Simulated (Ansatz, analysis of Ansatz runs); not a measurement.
# Migration in NaZnF3 (Pnma): V_F hop (2.8 Å), charge +1, part 4 of 4

Aim: the barrier of one jump in NaZnF3 (Pnma) at charge +1: V_F hop (2.8 Å). The model is a cell of 40 host atoms with 1 F taken out; F is the atom that moves.

Ansatz 0.2.0; plane-wave PAW DFT, r2SCAN; nudged elastic band between two relaxed defect structures at fixed charge in a uniform background.

So far, barrier forward (eV): step 4 (nudged elastic band, charge +1) 0.376.

## (5) Single point at the start point, PBEsol

Three single points with PBEsol show how much the barrier depends on that choice; lattice and path are kept. The start is shown; top and end are run alike.

This step: plane-wave PAW DFT, PBEsol; single point of a defect supercell on a structure of the r2SCAN path.

File qp1.start.pbesol/input.yaml:

```yaml
crystal:
  lattice:
    - [0.0, 7.72081471, 5.36339129]
    - [5.58356495, 0.0, 5.36339129]
    - [5.58356495, 7.72081471, 0.0]
  atoms:
    - { symbol: Na, position: [0.42446052, 0.60187619, 0.33934944] }
    - { symbol: Na, position: [0.9110981, 0.1152681, 0.82588708] }
    - { symbol: Na, position: [0.11410246, 0.40500595, 0.13623084] }
[... 4 atom lines left out ...]
    - { symbol: Na, position: [0.56901225, 0.38802197, 0.68135396] }
    - { symbol: Zn, position: [0.0189371, 0.49830366, 0.50371277] }
[... 1 atom line left out ...]
    - { symbol: Zn, position: [-0.00156458, -0.00379023, 0.50001248] }
[... 6 atom lines left out ...]
    - { symbol: F, position: [0.92246528, 0.77295874, 0.51301951] }
[... 1 atom line left out ...]
    - { symbol: F, position: [0.77507153, 0.43024637, 0.76192923] }
[... 4 atom lines left out ...]
    - { symbol: F, position: [0.06392301, 0.24157292, 0.46992508] }
[... 1 atom line left out ...]
    - { symbol: F, position: [0.2124975, 0.57356286, 0.22161687] }
    - { symbol: F, position: [0.72316756, 0.07370877, 0.71835374] }
[... 5 atom lines left out ...]
    - { symbol: F, position: [0.9503403, 0.15745265, 0.29998771] }
    - { symbol: F, position: [0.16769425, 0.45442664, 0.59243805] }
[... 3 atom lines left out ...]
    - { symbol: F, position: [0.55281279, 0.34321855, 0.19790799] }
total_charge: 1
basis:
  ecutwfc: 420
  xc_grid: 2
hamiltonian:
  xc: pbesol
kpoints:
  mp_grid: { grid: [1, 1, 1] }
scf:
  occupations: { method: fixed }
  max_iter: 100
output:
  forces: true
  eigenvalues: true
checkpoint:
  write: "../qp1.start.pbesol.run"
  compress: false
  write_wavefunctions: false
  write_every: 100000
```

The run is started by

```console
$ ansatz run input.yaml --threads 4 --pin off --max-ram 7536MiB --backend cpu --events-out ev --progress --plain --runs-dir out
```

What it wrote:

```text
[...]
Crystal: 39 atoms, lattice volume = 462.428 Å³
Basis set: ecut = 420 eV, 9035 PW (Γ), exchange–correlation on 128×108×128 points (8 copies of the dense FFT grid, shifted against one another)
Bands: 203, of which v1, the nominal top of the filled ones, is band 164 counted from 1 (163 counted from 0)
Symmetry: 1 space group operations
[...]
k-points: 1
[...]
SCF iter   1: F=—  HF=-56501.566490 eV  |F-HF|=—  |Δ(HF+E_count)|=         —  Δρ=1.02e-2  dr2=3.57e-1  ethr=1.77e-3  ⟨swp⟩=5.0  Hψ=726  notcnv=0  defer=36
[...]
SCF iter   3: F=—  HF=-56501.454699 eV  |F-HF|=—  |Δ(HF+E_count)|=   1.09e-2  Δρ=1.43e-3  dr2=1.90e-2  ethr=1.24e-5  ⟨swp⟩=2.0  Hψ=280  notcnv=0  defer=24
automatic band count: iteration 3 solves 190 bands in place of 203: the levels show a gap, and the empty bands left out lie too high to hold charge; the band table lists the bands solved (type scf.n_extra_bands for more)
[...]
Free energy (F): -56501.456554 eV
[...]
Internal energy: -56501.456554 eV  (E = F + TS)
E sigma→0 (E₀):  -56501.456554 eV
Fermi energy:    3.356110 eV
[...]
--- Forces (eV/Å), atoms counted from 1 ---
  atom   1  Na     0.01399858    -0.00519415    -0.00597022
  atom   2  Na     0.01450925     0.00437366    -0.00631044
  atom   3  Na     0.00114881     0.00028991    -0.01350938
  [... 4 atoms left out ...]
  atom   8  Na    -0.01816925     0.00028121     0.02049336
  atom   9  Zn    -0.00346117     0.00191880    -0.00374014
  [... 1 atom left out ...]
  atom  11  Zn    -0.00578457     0.00507577    -0.00020634
  [... 8 atoms left out ...]
  atom  20  F      0.00285886    -0.02324774     0.00616113
  [... 4 atoms left out ...]
  atom  25  F      0.00520421    -0.01980661    -0.00556988
  [... 1 atom left out ...]
  atom  27  F     -0.00630308     0.00029697    -0.00995560
  atom  28  F     -0.00861843     0.00678072     0.00012207
  [... 5 atoms left out ...]
  atom  34  F      0.01666952     0.00103524    -0.00308523
  [... 5 atoms left out ...]
  max |Σ_I F_I| component: 8.89e-5 eV/Å
--- Band table (eV) ---
[...]
[key lines of the parts left out:]
SCF converged after 11 iterations
```

Elapsed: 3.9 s, on 4 threads of Intel Xeon Platinum 8488C (Sapphire Rapids), shared host; peak memory 0.7 GiB; 12 s of CPU time.

Numbers from this step:

```yaml
free_energy: -56501.4566 eV
```

## (6) Barrier from single points, PBEsol

Analysis of the runs above: barrier from PBEsol single points on the r2SCAN path.

It gives:

* barrier forward: 0.3470 eV
* barrier backward: 0.2807 eV
* end less start: 0.06635 eV

This gives 0.347 eV against the band's 0.376 eV.

## (7) Single point at the top of the path, r2SCAN

A single point at the top of the band gives the levels near the gap and the populations there.

This step: plane-wave PAW DFT, r2SCAN; single point of a defect supercell on a structure of the r2SCAN path.

File qp1.top.probe/input.yaml:

```yaml
crystal:
  lattice:
    - [0.0, 7.72081471, 5.36339129]
    - [5.58356495, 0.0, 5.36339129]
    - [5.58356495, 7.72081471, 0.0]
  atoms:
    - { symbol: Na, position: [0.41117787, 0.60950829, 0.33505365] }
    - { symbol: Na, position: [0.90274176, 0.10998035, 0.85007783] }
    - { symbol: Na, position: [0.10874039, 0.4028101, 0.12789224] }
[... 4 atom lines left out ...]
    - { symbol: Na, position: [0.59220498, 0.39496953, 0.65940141] }
    - { symbol: Zn, position: [0.0020523, 0.5123933, 0.50634078] }
[... 1 atom line left out ...]
    - { symbol: Zn, position: [-0.01260472, 0.00096398, 0.5027552] }
[... 6 atom lines left out ...]
    - { symbol: F, position: [0.9081969, 0.77860533, 0.52944034] }
[... 1 atom line left out ...]
    - { symbol: F, position: [0.78111827, 0.42759408, 0.78918981] }
[... 4 atom lines left out ...]
    - { symbol: F, position: [-0.07954956, 0.39213075, 0.44077151] }
[... 1 atom line left out ...]
    - { symbol: F, position: [0.22820379, 0.58739985, 0.22795143] }
    - { symbol: F, position: [0.72655584, 0.08033613, 0.72281757] }
[... 5 atom lines left out ...]
    - { symbol: F, position: [0.95489928, 0.14129096, 0.29572096] }
    - { symbol: F, position: [0.16455856, 0.44237565, 0.58770527] }
[... 3 atom lines left out ...]
    - { symbol: F, position: [0.5555766, 0.33918617, 0.2006102] }
total_charge: 1
basis:
  ecutwfc: 500
  xc_grid: 2
hamiltonian:
  xc: r2scan
kpoints:
  mp_grid: { grid: [1, 1, 1] }
scf:
  occupations: { method: fixed }
  max_iter: 100
output:
  forces: true
  eigenvalues: true
  eigenstates: { localisation: true }
  populations: true
  write_density: true
  write_potential: true
  volumetric_format: npy
  elf: true
checkpoint:
  write: "../qp1.top.probe.run"
  compress: false
  write_wavefunctions: false
  write_every: 100000
```

What it wrote:

```text
[...]
Crystal: 39 atoms, lattice volume = 462.428 Å³
Basis set: ecut = 500 eV, 11715 PW (Γ), exchange–correlation on 144×120×144 points (8 copies of the dense FFT grid, shifted against one another)
Bands: 203, of which v1, the nominal top of the filled ones, is band 164 counted from 1 (163 counted from 0)
Symmetry: 1 space group operations
[...]
k-points: 1
[...]
SCF iter   1: F=—  HF=-57183.640737 eV  |F-HF|=—  |Δ(HF+E_count)|=         —  Δρ=2.53e-2  dr2=1.64e0  dr2_τ=7.10e-1  ethr=1.77e-3  ⟨swp⟩=5.0  Hψ=655  notcnv=0  defer=37
[...]
SCF iter  11: F=-57183.470908 eV  HF=-57183.470908 eV  |F-HF|=4.69e-9  |Δ(HF+E_count)|=   2.29e-8  Δρ=1.29e-6  dr2=7.12e-9  dr2_τ=4.13e-10  ethr=3.05e-11  ⟨swp⟩=7.0  Hψ=1183  notcnv=0
SCF 1 converged in 11 iterations: F = -57183.470908 eV  dr2 = 7.12e-9
[...]
SCF converged after 11 iterations
Free energy (F): -57183.470908 eV
[...]
[... 8 atoms left out ...]
  atom  20  F     -0.00239584    -0.00183652    -0.00238802
  [... 4 atoms left out ...]
  atom  25  F     -0.00001223     0.00479224     0.00250220
  [... 1 atom left out ...]
  atom  27  F     -0.00105585    -0.00074692     0.00405922
  atom  28  F      0.00734602     0.00302908     0.00089206
  [... 5 atoms left out ...]
  atom  34  F     -0.00072226    -0.00044486    -0.00242130
  atom  35  F      0.00184985     0.00037187     0.00059932
  [... 4 atoms left out ...]
  max |Σ_I F_I| component: 7.15e-3 eV/Å
--- Band table (eV) ---
[...]
--- Löwdin populations: 39 sites ---
  site symbol       q [e]
     0     Na      8.2096
     1     Na      8.2091
     2     Na      8.2094
  [... 4 atoms left out ...]
     7     Na      8.2089
     8     Zn     10.4155
  [... 1 atom left out ...]
    10     Zn     10.4109
  [... 8 atoms left out ...]
    19      F      7.7304
  [... 4 atoms left out ...]
    24      F      7.7323
  [... 1 atom left out ...]
    26      F      7.7294
    27      F      7.7233
  [... 5 atoms left out ...]
    33      F      7.7306
    34      F      7.7362
  [... 4 atoms left out ...]
  spilling = 0.003698 (of n_electrons = 328.000000)
[key lines of the parts left out:]
Fermi energy:    2.985610 eV
```

It took 13 s on 4 threads; peak memory 0.94 GiB.

Numbers from this step:

| Property | Result |
| --- | --- |
| free energy | -57183.4709 eV |

States next to the filling edge at the first k-point, on the run's own zero (eigenstates.tsv). The participation number counts the atoms that a state is spread over, of 39; bands count from 0.

| spin | band | energy (eV) | occupation | participation | largest share on | share |
| --- | --- | --- | --- | --- | --- | --- |
| both | 158 | 2.285 | 2.00 | 16.4 | Zn15 | 0.16 |
| both | 159 | 2.529 | 2.00 | 13.8 | Zn14 | 0.13 |
| both | 160 | 2.582 | 2.00 | 13.2 | Zn11 | 0.15 |
| both | 161 | 2.865 | 2.00 | 12.9 | Zn10 | 0.15 |
| both | 162 | 2.950 | 2.00 | 15.9 | Zn15 | 0.12 |
| both | 163 | 2.986 | 2.00 | 17.1 | Zn12 | 0.11 |
| both | 164 | 7.231 | 0.00 | 31.6 | Zn11 | 0.07 |
| both | 165 | 9.673 | 0.00 | 15.3 | Zn16 | 0.16 |
| both | 166 | 10.375 | 0.00 | 21.0 | Zn16 | 0.12 |
| both | 167 | 10.546 | 0.00 | 14.1 | Zn9 | 0.16 |
| both | 168 | 10.738 | 0.00 | 23.2 | Zn10 | 0.10 |

Under r2SCAN at the zone centre alone, the highest filled state is spread over 17 of 39 atoms, and the lowest empty one, 4.25 eV above it, is spread over 32 of 39 atoms.

Valence electrons by atom (Löwdin), nearest atoms first, with the excess over far atoms of the same element, which can also hold differences between inequivalent host sites (the log counts sites from 0):

| atom | distance from the centre (Å) | electrons | excess |
| --- | --- | --- | --- |
| F25 | 0.37 | 7.732 | 0.000 |
| Zn9 | 1.61 | 10.416 | 0.004 |
| Na3 | 2.29 | 8.209 | -0.002 |
| F27 | 2.55 | 7.729 | -0.003 |
| Na8 | 2.58 | 8.209 | -0.002 |
| F20 | 2.62 | 7.730 | -0.002 |
| Zn11 | 2.73 | 10.411 | -0.001 |
| F34 | 2.83 | 7.731 | -0.002 |

ELF in the bc plane at fractional x = 0.960, through the centre, with atoms of Na and Zn and F within 0.45 Å of it. It is the smooth field of the valence electrons, not physical close to the nuclei.

Ten even steps from '0' (0.00) to '9' (0.81), each cell a mean:
```
0159879940000000245410
0005999950000000000000
4541278730156400000000
5776101100167740155410
2677400000047761179961
0267500000003651179995
2012100000000000048997
2000000000000000013554
0000000001110012100111
1100000011101136741111
0010012211000138995100
0011037752000028999310
0011038997211115999611
1110028989721112799720
3565204999961000245300
6999830489962000000001
6986982013541000000000
2898995000000000000000
0279985000000011100010
0012432000000135530000
0000000000000158985100
0145531001210048998510
0379996200121027999730
0389889610000003788730
```
Columns run along b (7.7 Å), rows up along c (9.5 Å). Atoms in or near the plane, at fractional coordinates: Na at (0.11, 0.85), Na at (0.59, 0.86), Zn at (0.51, 0.51), Zn at (0.00, 0.50), F at (0.78, 0.53), F at (0.39, 0.44), F at (0.22, 0.98), F at (0.14, 0.30).

Valence density in the bc plane at fractional x = 0.960, through the centre, with atoms of Na and Zn and F within 0.45 Å of it. It is the smooth field of the valence electrons, not physical close to the nuclei.

Values in e/Å³, 13 rows by 16 columns, each cell a mean:
```
 0  0  1  6  6  1  0  0  0  0  0  0  0  0  0  0
 1  2  1  0  0  0  0  0  1  2  0  0  0  0  0  0
 1  4  4  0  0  0  0  0  1  4  1  0  0  1  1  0
 0  0  0  0  0  0  0  0  0  0  0  0  0  1  1  1
 0  0  0  0  0  0  0  0  0  0  0  0  0  0  0  0
 6  1  0  0  0  0  0  3  7  1  0  1  1  0  1  5
13  3  0  0  0  1  1  1  6  3  1  2  5  2  1  4
 1  1  0  0  0  3  7  2  0  0  0  0  1  1  0  0
 1  4  6  1  0  0  1  1  0  0  0  0  0  0  0  0
 0  2  7  4  0  0  0  0  0  0  0  0  0  0  0  0
 0  0  0  0  0  0  0  0  0  0  0  0  0  0  0  0
 0  0  0  0  0  0  0  0  0  0  0  1  2  1  0  0
 0  0  2  6  3  0  0  0  0  0  0  1  2  1  0  0
```
Columns run along b (7.7 Å), rows up along c (9.5 Å). Atoms in or near the plane, at fractional coordinates: Na at (0.11, 0.85), Na at (0.59, 0.86), Zn at (0.51, 0.51), Zn at (0.00, 0.50), F at (0.78, 0.53), F at (0.39, 0.44), F at (0.22, 0.98), F at (0.14, 0.30).

Electrostatic potential energy in the bc plane at fractional x = 0.960, through the centre, with atoms of Na and Zn and F within 0.45 Å of it. With pseudopotentials it is smooth inside the atoms' cores, unlike the true potential.

Ten even steps from '0' (-34 eV) to '9' (10 eV), each cell a mean:
```
9996001799999999999999
8899633899988999999999
7678999999866789999998
6214899999850278999998
7301799999872058999999
9754789999987678997689
9988899999999889999779
9999999999999999999999
8999999987678999999887
4689999984224899999742
0268999984101487468620
0038999986200265004730
1137998426632378413873
5568998200687789978998
9888999610599999999999
9512799987899999999999
9500189999999999999999
9830069999999999999889
9996589998999999999888
9999999999999999999988
9999999999999998789999
9999999999999997228999
9996469999999999526999
9993004999999999989999
```
Columns run along b (7.7 Å; values clipped at the 3rd and 97th percentile), rows up along c (9.5 Å). Atoms in or near the plane, at fractional coordinates: Na at (0.11, 0.85), Na at (0.59, 0.86), Zn at (0.51, 0.51), Zn at (0.00, 0.50), F at (0.78, 0.53), F at (0.39, 0.44), F at (0.22, 0.98), F at (0.14, 0.30).

The distance between the highest filled and the lowest empty level goes from 4.23 eV at the start to 4.25 eV at the top.

## (8) Summary of results

| Property | Result |
| --- | --- |
| barrier forward | 0.38 eV |
| barrier backward | 0.32 eV |
| end less start | 0.06 eV |
| hop length | 2.47 Å |
| band iterations, as the log counts them | 9 |
| barrier from single points, PBEsol | 0.35 eV |

**Reading.** The top of the band lies 0.38 eV above the start and 0.32 eV above the end. With an assumed prefactor of 1e13 per second it gives one hop a second along this one path at about 150 K. At the top F25 stands 1.88 Å from its nearest Zn, 0.10 Å closer than at the start. Across functionals on this path (r2SCAN 0.376 and PBEsol 0.347 eV) the values spread by 0.029 eV. The order of the top as a saddle was not checked for all atoms, so a bent path could be lower. No image-charge correction is applied; it largely cancels along a path if the charge stays localised alike. Keep in mind: sampling at the zone centre alone can move energies of charged and open-shell states by tenths of an eV or more in cells of this size; periodic copies of the defect are only 7.7 Å apart.

[Long decimals in the printed logs are rounded to 6 places.]

[Repeated set-up lines and some long k-point lines are left out of the logs, and relaxed atomic positions are cut to six decimals.]

[Logs are printed without paths, hosts, clocks, repeated set-up lines and the standing remarks that a program may print on its own settings, such as how far it seeks lower states.]

[Hosts, paths, dates, database ids (printed as entryN), source tags and the programs' standing remarks are cut or masked in the printed files.]
